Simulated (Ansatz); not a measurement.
# How TiC (Fm-3m) expands on warming, part 2 of 5

Aim: the lattice, expansion, heat capacity and bulk modulus of TiC as it warms.

Measurements to reproduce:
- heat capacity C_P per formula unit 33.9 J/mol/K near room temperature (given in “High-Throughput Prediction of Finite-Temperature Properties using the Quasi-Harmonic Approximation”, 2016, arXiv:1603.06924)

Ansatz 0.2.0; DFT LDA, scalar-relativistic, plane waves, PAW (the session's first sound run).

So far. Step 2 (A first coarse run): The start is under -11 GPa at this level and looks like a metal on this mesh. Step 5 (Tight relaxation): The residual pressure is -0.0087 GPa, small enough for phonons.

The database entry behind the starting cell differs from later determinations by our own check (0.1 to 0.3 % short, probably kX units), so it need not match the best structure at ambient conditions.

### 6. The quasi-harmonic study, functional LDA, q-mesh 2×2×2

The study relaxes the crystal at several strains, solves the phonons on some of them and minimises the free energy at each temperature (static energy, vibrations, the electrons in a metal, and PV under a set pressure); the q-mesh sets how far the force constants reach.

input.yaml

```yaml
crystal:
  lattice:
    - [0.0, 2.1304114061, 2.1304114061]
    - [2.1304114061, 0.0, 2.1304114061]
    - [2.1304114061, 2.1304114061, 0.0]
  atoms:
    - { symbol: Ti, position: [0.0, 0.0, 0.0] }
    - { symbol: C, position: [0.5, 0.5, 0.5] }
kpoints:
  mp_grid: { grid: [16, 16, 16] }
hamiltonian:
  xc: lda
scf:
  occupations: { method: methfessel_paxton, width: 0.2 }
  lower_state_search: "off"
output:
  eigenvalues: true
phonons:
  method: dfpt
  qmesh: [2, 2, 2]
  temperatures: { t_max: 1200.0, t_step: 50 }
  thermal_expansion: {}
```

Run with:

```bash
$ ansatz run input.yaml --threads 8 --pin off --max-ram 16384MiB --backend cpu --events-out ev --progress --plain --runs-dir out
```

Numbers of over 12 decimals in the logs are rounded to 6 here.

The program printed:

```text
[...]
Crystal: 2 atoms, lattice volume = 19.338 Å³
Basis set: ecut = 487.2 eV, 459 PW (Γ), exchange–correlation on 48×48×48 points (8 copies of the dense FFT grid, shifted against one another)
Bands: 12, of which v1, the nominal top of the filled ones, is band 8 counted from 1 (7 counted from 0)
Symmetry: 48 space group operations
[...]
k-points: 145 of 4096
[...]
SCF iter   1: F=—  HF=-2695.185263 eV  |F-HF|=—  |Δ(HF+E_count)|=         —  Δρ=1.03e-2  dr2=2.38e-2  ethr=1.77e-3  ⟨swp⟩=4.4  Hψ=8721  notcnv=0
[...]
SCF iter   7: F=-2695.180279 eV  HF=-2695.180279 eV  |F-HF|=1.82e-12  |Δ(HF+E_count)|=  3.14e-11  S|Δr|=    0.00e0  Δρ=7.77e-8  dr2=1.16e-12  ethr=1.00e-12  ⟨swp⟩=5.2  Hψ=6346  notcnv=0
the search or the solves at the SCF's close seem to have found levels that the self-consistency loop had missed (the run counts 1). By its estimate they hold under 1e-12 electrons; where the run keeps them, the occupations were computed again with them
SCF 1 converged in 7 iterations: F = -2695.180279 eV  dr2 = 1.16e-12
[...]
relax step   1: F+E_penalty+E_count = -2695.18027921 eV  Δ(F+E_penalty+E_count) = +0.000e0 eV  max|allowed force component| = 2.564e-30 eV/Å  Δτ_max = 0.0000 Å  (7 SCF iters, accepted)
SCF converged after 7 iterations
[...]
Free energy (F): -2695.180279 eV
[...]
Internal energy: -2695.179971 eV  (E = F + TS)
E sigma→0 (E₀):  -2695.180202 eV
Entropy (-TS):   -0.000308 eV (-0.154 meV/atom)
Fermi energy:    15.225973 eV
[...]
--- Stress (GPa, compression-positive) ---
       -0.005223       0.000000       0.000000
        0.000000      -0.005223      -0.000000
       -0.000000       0.000000      -0.005223
  P = ⅓ Tr σ = -0.0052 GPa (-0.052 kbar)
--- Band table (eV; the first three rows and the last of 145) ---
  k-point 0: bands = [... 4 lower, 2.7892, 15.8917, 15.8917, 15.8917, 16.9884, 16.9884, 16.9884, 17.0683]
  k-point 1: bands = [... 4 lower, 2.8845, 15.4434, 15.7026, 15.7026, 16.2931, 16.2931, 17.2380, 18.0915]
  k-point 2: bands = [... 4 lower, 3.1641, 14.5527, 14.9214, 14.9214, 16.3550, 16.3550, 17.5954, 19.2154]
  k-point 144: bands = [... 4 lower, 5.7879, 12.0304, 12.0304, 12.4275, 18.1695, 18.1695, 18.9730, 20.8158]
── thermal expansion: 3 new cells, 3 in all ──
thermal expansion: relaxation of cell 2
thermal expansion: relaxation of cell 3
── thermal expansion: 2 new cells, 5 in all ──
thermal expansion: relaxation of cell 4
thermal expansion: electrons of cell 4
thermal expansion: phonons of cell 4
thermal expansion: relaxation of cell 5
thermal expansion: electrons of cell 1
thermal expansion: electrons of cell 2
thermal expansion: electrons of cell 3
thermal expansion: electrons of cell 5
thermal expansion: phonons of cell 5
── thermal expansion: 5 new cells, 10 in all ──
thermal expansion: relaxation of cell 6
thermal expansion: relaxation of cell 7
thermal expansion: relaxation of cell 8
thermal expansion: relaxation of cell 9
thermal expansion: relaxation of cell 10
thermal expansion: electrons of cell 6
thermal expansion: electrons of cell 7
thermal expansion: electrons of cell 8
thermal expansion: electrons of cell 9
thermal expansion: electrons of cell 10
thermal expansion: phonons of cell 6
thermal expansion: phonons of cell 7
--- Relaxed structure (1 steps of the walk, 1 accepted, 0 SCFs on fresh bases) ---
  F+E_penalty+E_count = -2695.18027921 eV   max|allowed force component| = 2.564e-30 eV/Å
  atoms:
    - { symbol: Ti, position: [0.0, 0.0, 0.0] }
    - { symbol: C, position: [0.5, 0.5, 0.5] }
--- Thermal expansion: 10 cells in 3 rounds, 0 GPa ---
  no lower state was looked for at cell 4: scf.lower_state_search: off
  without vibrations: a 3.01283, b 3.01283, c 3.01283 Å, V 19.3379 Å³, B 282.07 GPa
  at 0 K: a 3.02046, b 3.02046, c 3.02046 Å, V 19.4852 Å³, B 276.03 GPa
  zero-point expansion: a +0.253, b +0.253, c +0.253, V +0.761 %
      T/K        a/Å        b/Å        c/Å       V/Å³ | expansion of a, b, c, V (1e-6/K)   | that of V in the mean from 25 °C | C_P, C_V (J/mol K of the cell) | B_T, B_S (GPa)
     0.00    3.02046    3.02046    3.02046    19.4852 |    0.00    0.00    0.00    0.00 |    7.64 |     0.000     0.000 |   276.03   276.03
   150.00    3.02083    3.02083    3.02083    19.4924 |    2.60    2.60    2.60    7.81 |   12.86 |    15.408    15.379 |   275.11   275.63
   298.15    3.02276    3.02276    3.02276    19.5296 |    5.60    5.60    5.60   16.81 |       - |    34.111    33.842 |   271.65   273.81
   400.00    3.02465    3.02465    3.02465    19.5665 |    6.63    6.63    6.63   19.90 |   18.51 |    40.414    39.912 |   268.71   272.09
   550.00    3.02788    3.02788    3.02788    19.6291 |    7.48    7.48    7.48   22.44 |   20.21 |    45.288    44.423 |   264.09   269.23
   700.00    3.03140    3.03140    3.03140    19.6977 |    8.00    8.00    8.00   23.99 |   21.41 |    47.917    46.678 |   259.27   266.15
   850.00    3.03513    3.03513    3.03513    19.7705 |    8.38    8.38    8.38   25.14 |   22.34 |    49.610    47.983 |   254.29   262.91
  1000.00    3.03902    3.03902    3.03902    19.8467 |    8.71    8.71    8.71   26.13 |   23.13 |    50.870    48.836 |   249.18   259.56
  1150.00    3.04307    3.04307    3.04307    19.9260 |    9.02    9.02    9.02   27.06 |   23.83 |    51.921    49.455 |   243.93   256.09
  1200.00    3.04445    3.04445    3.04445    19.9532 |    9.12    9.12    9.12   27.37 |   24.05 |    52.245    49.630 |   242.16   254.92
  the static fit leaves 0.001 meV an atom of the energies and, of the stresses, 0.000 GPa of each cell's largest along a strain (root mean squares over the cells), whose Pulay part it has at -0.038 GPa
  vibrations' free energy: its fit passes through its cells
  the electrons' free energy at temperature is in it; its fit leaves 0.0003 meV an atom at the most
  free energies summed between the sampled wave vectors
  estimated error of the fitted expansion in any direction: up to 0.016e-6/K, at 1200 K, with few degrees of freedom (an estimate, not a bound: it was exceeded on models of known expansion)
  by sums over the sampled wave vectors an expansion of the volume parts by up to 1.00e-6/K
  by a static energy of one degree less an expansion of the volume parts by up to 0.02e-6/K
```

It took 1.9 min on 8 threads of Arm Neoverse V2, shared host; peak memory 1.1 GiB.

This step gave:

| Quantity | Value |
| --- | --- |
| pressure | -0.005223 GPa |
| volume expansion coefficient at 298 K | 16.81 1e-6/K |
| C_P at 298 K | 17.05 J/mol-atom/K |
| entropy at 298 K | 11.85 J/mol-atom/K |
| isothermal bulk modulus at 298 K | 271.6 GPa |
| Grüneisen parameter at 298 K | 1.587 |
| volume at 298 K | 9.765 Å³/atom |
| principal linear expansion coefficients at 298 K | 5.604, 5.604, 5.604 1e-6/K |

Strained cells of the study; zero-point energy where phonons were solved; the pressures are stresses at a fixed cutoff and can carry an offset from the finite basis. Expansion cells, by row:

```
cell  |a| (Å)  |b| (Å)  |c| (Å)  V (Å³/atom)  E - E_lowest (meV/atom)  pressure, compression positive (GPa)  gap (eV)  zero-point energy (meV/atom)
   1    3.013    3.013    3.013        9.669                        0                                -0.044         -                             -
   2    3.037    3.037    3.037        9.903                    4.794                                 -6.47         -                             -
   3    2.989    2.989    2.989        9.441                    4.933                                 7.026         -                             -
   4    3.013    3.013    3.013        9.671                    0.001                                -0.092         -                         85.86
   5    3.028    3.028    3.028        9.817                    1.935                                -4.184         -                         83.94
   6    3.041    3.041    3.041        9.944                    6.587                                -7.525         -                         82.29
   7    3.055    3.055    3.055        10.08                    14.62                                -10.93         -                         80.51
   8    2.983    2.983    2.983        9.386                    7.675                                 8.859         -                             -
   9    2.998    2.998    2.998        9.527                    1.876                                 4.252         -                             -
  10    3.077    3.077    3.077         10.3                    32.34                                -15.69         -                             -
```

Quasi-harmonic; a, b, c are the run's own cell vectors. Expansion, by row:

```
T (K)  a (Å)  b (Å)  c (Å)  alpha (deg)  beta (deg)  gamma (deg)  cell volume (Å³/cell)  alpha_a (1e-6/K)  alpha_b (1e-6/K)  alpha_c (1e-6/K)  alpha_V (1e-6/K)  C_P (J/mol-atom/K)  C_V (J/mol-atom/K)  S (J/mol-atom/K)  B_T (GPa)  B_S (GPa)  Grueneisen  extrapolation  fit error (1e-6/K)
    0   3.02   3.02   3.02           60          60           60                  19.49                 0                 0                 0                 0                   0                   0                 0        276        276           -              0                   0
   50   3.02   3.02   3.02           60          60           60                  19.49              0.12              0.12              0.12              0.36                0.36                0.36             0.101        276        276       1.625              0                   0
  100  3.021  3.021  3.021           60          60           60                  19.49              1.18              1.18              1.18              3.53               3.409               3.407             1.131      275.8      275.9       1.675              0                   0
  150  3.021  3.021  3.021           60          60           60                  19.49               2.6               2.6               2.6              7.81               7.704               7.689              3.32      275.1      275.6       1.639              0                   0
  200  3.021  3.021  3.021           60          60           60                   19.5              3.87              3.87              3.87             11.62               11.64                11.6             6.093      274.1      275.1       1.612              0                   0
  250  3.022  3.022  3.022           60          60           60                  19.51              4.87              4.87              4.87             14.62               14.78               14.69             9.044      272.9      274.5       1.596              0                   0
298.1  3.023  3.023  3.023           60          60           60                  19.53               5.6               5.6               5.6             16.81               17.05               16.92             11.85      271.6      273.8       1.587              0                   0
  300  3.023  3.023  3.023           60          60           60                  19.53              5.63              5.63              5.63             16.88               17.13               16.99             11.96      271.6      273.8       1.587              0                   0
  350  3.024  3.024  3.024           60          60           60                  19.55               6.2               6.2               6.2             18.59               18.89               18.69             14.73      270.2        273       1.581              0                   0
  400  3.025  3.025  3.025           60          60           60                  19.57              6.63              6.63              6.63              19.9               20.21               19.96             17.35      268.7      272.1       1.578              0                   0
  450  3.026  3.026  3.026           60          60           60                  19.59              6.97              6.97              6.97             20.92               21.22               20.91             19.79      267.2      271.2       1.577              0                0.01
  500  3.027  3.027  3.027           60          60           60                  19.61              7.25              7.25              7.25             21.75               22.01               21.64             22.07      265.7      270.2       1.577              0                0.01
  550  3.028  3.028  3.028           60          60           60                  19.63              7.48              7.48              7.48             22.44               22.64               22.21              24.2      264.1      269.2       1.577              0                0.01
  600  3.029  3.029  3.029           60          60           60                  19.65              7.67              7.67              7.67             23.02               23.16               22.67             26.19      262.5      268.2       1.578              0                0.01
  650   3.03   3.03   3.03           60          60           60                  19.67              7.84              7.84              7.84             23.53               23.59               23.04             28.06      260.9      267.2       1.579              0                0.01
  700  3.031  3.031  3.031           60          60           60                   19.7                 8                 8                 8             23.99               23.96               23.34             29.82      259.3      266.1       1.581              0                0.01
  750  3.033  3.033  3.033           60          60           60                  19.72              8.13              8.13              8.13              24.4               24.28               23.59             31.49      257.6      265.1       1.582              0                0.01
  800  3.034  3.034  3.034           60          60           60                  19.75              8.26              8.26              8.26             24.79               24.55               23.81             33.06        256        264       1.584              0                0.01
  850  3.035  3.035  3.035           60          60           60                  19.77              8.38              8.38              8.38             25.14                24.8               23.99             34.56      254.3      262.9       1.587              0                   0
  900  3.036  3.036  3.036           60          60           60                   19.8               8.5               8.5               8.5             25.49               25.03               24.15             35.98      252.6      261.8       1.589              0                   0
  950  3.038  3.038  3.038           60          60           60                  19.82              8.61              8.61              8.61             25.82               25.24               24.29             37.34      250.9      260.7       1.591              0                0.01
 1000  3.039  3.039  3.039           60          60           60                  19.85              8.71              8.71              8.71             26.13               25.43               24.42             38.64      249.2      259.6       1.594              0                0.01
 1050   3.04   3.04   3.04           60          60           60                  19.87              8.82              8.82              8.82             26.45               25.62               24.53             39.89      247.4      258.4       1.596              0                0.01
 1100  3.042  3.042  3.042           60          60           60                   19.9              8.92              8.92              8.92             26.76               25.79               24.63             41.08      245.7      257.3       1.599              0                0.01
 1150  3.043  3.043  3.043           60          60           60                  19.93              9.02              9.02              9.02             27.06               25.96               24.73             42.23      243.9      256.1       1.602              0                0.01
 1200  3.044  3.044  3.044           60          60           60                  19.95              9.12              9.12              9.12             27.37               26.12               24.82             43.34      242.2      254.9       1.605              0                0.02
```

Expansion coefficient against temperature; values in 1e-6/K:

```
temperature (K)  volume  principal 1
              0       0            0
             50    0.36         0.12
            100    3.53         1.18
            200    11.6         3.87
            250    14.6         4.87
            298    16.8          5.6
            300    16.9         5.63
            350    18.6          6.2
            450    20.9         6.97
            500    21.8         7.25
            550    22.4         7.48
            600    23.0         7.67
            650    23.5         7.84
            700    24.0            8
            800    24.8         8.26
            850    25.1         8.38
            900    25.5          8.5
            950    25.8         8.61
           1000    26.1         8.71
           1100    26.8         8.92
           1150    27.1         9.02
           1200    27.4         9.12
```

At 298 K the volume expansion is 16.8 × 10⁻⁶/K and B_T is 272 GPa. The q-mesh is coarse, so this is a first estimate. The program raised the cutoff to 487.2 eV by itself: with no cutoff typed, the study takes about 1.16 times the default for its relaxations and scales it with the volume for the phonons.

(Part 2 of 5 ends here.)

[Logs are printed without paths, hosts, clocks, repeated set-up lines and the standing remarks that a program may print on its own settings, such as how far it seeks lower states.]

[Hosts, paths, dates, database ids (printed as entryN), source tags and the programs' standing remarks are cut or masked in the printed files.]

[A step with changed settings may run another functional than the one named; its input shows which.]
